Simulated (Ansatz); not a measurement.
```
From HSE06 to G0W0: SiO2 (Cristobalite)
1.0
     4.98200    0.00000    0.00000
     0.00000    4.98200    0.00000
     0.00000    0.00000    6.96300
Si O
4 8
Direct
  0.29897 0.29897 0.00000
  0.20103 0.79897 0.25000
  0.70103 0.70103 0.50000
  0.79897 0.20103 0.75000
  0.23989 0.10347 0.17813
  0.39653 0.73989 0.42813
  0.76011 0.89653 0.67813
  0.60347 0.26011 0.92813
  0.73989 0.39653 0.57187
  0.89653 0.76011 0.32187
  0.26011 0.60347 0.07187
  0.10347 0.23989 0.82187
# method: G0W0 on HSE06, plane waves, PAW; PAW set soft_1 (and 1 further level or step)
# program: Ansatz 0.2.0
# settings of one run: cutoff 420 eV, 4×4×2 k-mesh, PAW set soft 1, empty bands 440, screening cutoff 108 eV, screening contour deformation, QP bands (v4, c4)
# cost: 2 runs, 1.8 min in all on 1 × NVIDIA H100 80GB HBM3 (shared by 6 runs) with 3 threads of AMD EPYC 7R13 (Zen 3), shared host (the runs of this entry)
# notes: The database entry behind the starting cell lists a temperature of 340 K. In doubt: masses and optical values from hybrid runs of this build are listed as unsure (in some of the runs), which bears on the screening that GW takes from such a start. The cell and positions come from the Crystallography Open Database and are kept as given unless a step says otherwise.
# HSE06 gap over mesh and listed points: 7.539 eV, direct, at k = Γ
# G0W0@HSE06 gap over 11 of 12 irreducible mesh points: 9.337 eV, direct, at k = Γ
# GW settings: 4×4×2 mesh, 440 empty bands, screening to 108 eV, PAW set soft_1 files
# known limits: finite bands, screening cutoff and k mesh; no spin-orbit coupling in G0W0
```

```
SiO2 (Cristobalite): band gap by G0W0 on PBE
1.0
     4.98200    0.00000    0.00000
     0.00000    4.98200    0.00000
     0.00000    0.00000    6.96300
Si O
4 8
Direct
  0.29897 0.29897 0.00000
  0.20103 0.79897 0.25000
  0.70103 0.70103 0.50000
  0.79897 0.20103 0.75000
  0.23989 0.10347 0.17813
  0.39653 0.73989 0.42813
  0.76011 0.89653 0.67813
  0.60347 0.26011 0.92813
  0.73989 0.39653 0.57187
  0.89653 0.76011 0.32187
  0.26011 0.60347 0.07187
  0.10347 0.23989 0.82187
# method: DFT, PBE, plane waves, PAW; PAW set soft_1 (and 1 further level or step)
# program: Ansatz 0.2.0
# settings of one run: cutoff 420 eV, 6×6×4 k-mesh, smearing width 0.02 eV, PAW set soft 1
# cost: 2 runs, 69 s in all on 1 × NVIDIA H100 80GB HBM3 (shared by 6 runs) with 3 threads of AMD EPYC 7R13 (Zen 3), shared host (the runs of this entry)
# notes: The database entry behind the starting cell lists a temperature of 340 K. The cell and positions come from the Crystallography Open Database and are kept as given unless a step says otherwise. From 187 bands and 54 eV to 979 bands and 180 eV the gap moves by 8.810 − 8.451 = +0.359 eV (rung by rung 8.451, 8.602, 8.810 eV); bands and screening cutoff rise together, so their parts are not told apart. A line in one over the bands through the two highest rungs gives 8.810 + (8.810 − 8.602) × 472 / (979 − 472) = 9.004 eV, and through the pair below 8.602 + (8.602 − 8.451) × 187 / (472 − 187) = 8.701 eV. [rest of the remark cut]
# PBE gap over mesh and path: 5.765 eV, direct, at k = Γ
# G0W0@PBE gap over 11 of 12 irreducible mesh points: 8.810 eV, direct, at k = Γ
# GW settings: 4×4×2 mesh, 947 empty bands, screening to 180 eV, PAW set soft_1 files
# known limits: finite bands, screening cutoff and k mesh; no spin-orbit coupling in G0W0
```

[Paths, hosts, dates, memory and timing lines, banners, echoed tables and standing remarks are left out of the program output.]

[Logs are printed without paths, hosts, clocks, repeated set-up lines and the standing remarks that a program may print on its own settings, such as how far it seeks lower states.]

[Runs of the session that timed out or met a known fault of the program may be left out.]

[Cells called generated may have been cut or substituted from an entry of the Crystallography Open Database or the Materials Project.]

[Hosts, paths, dates, database ids (printed as entryN), source tags and the programs' standing remarks are cut or masked in the printed files.]
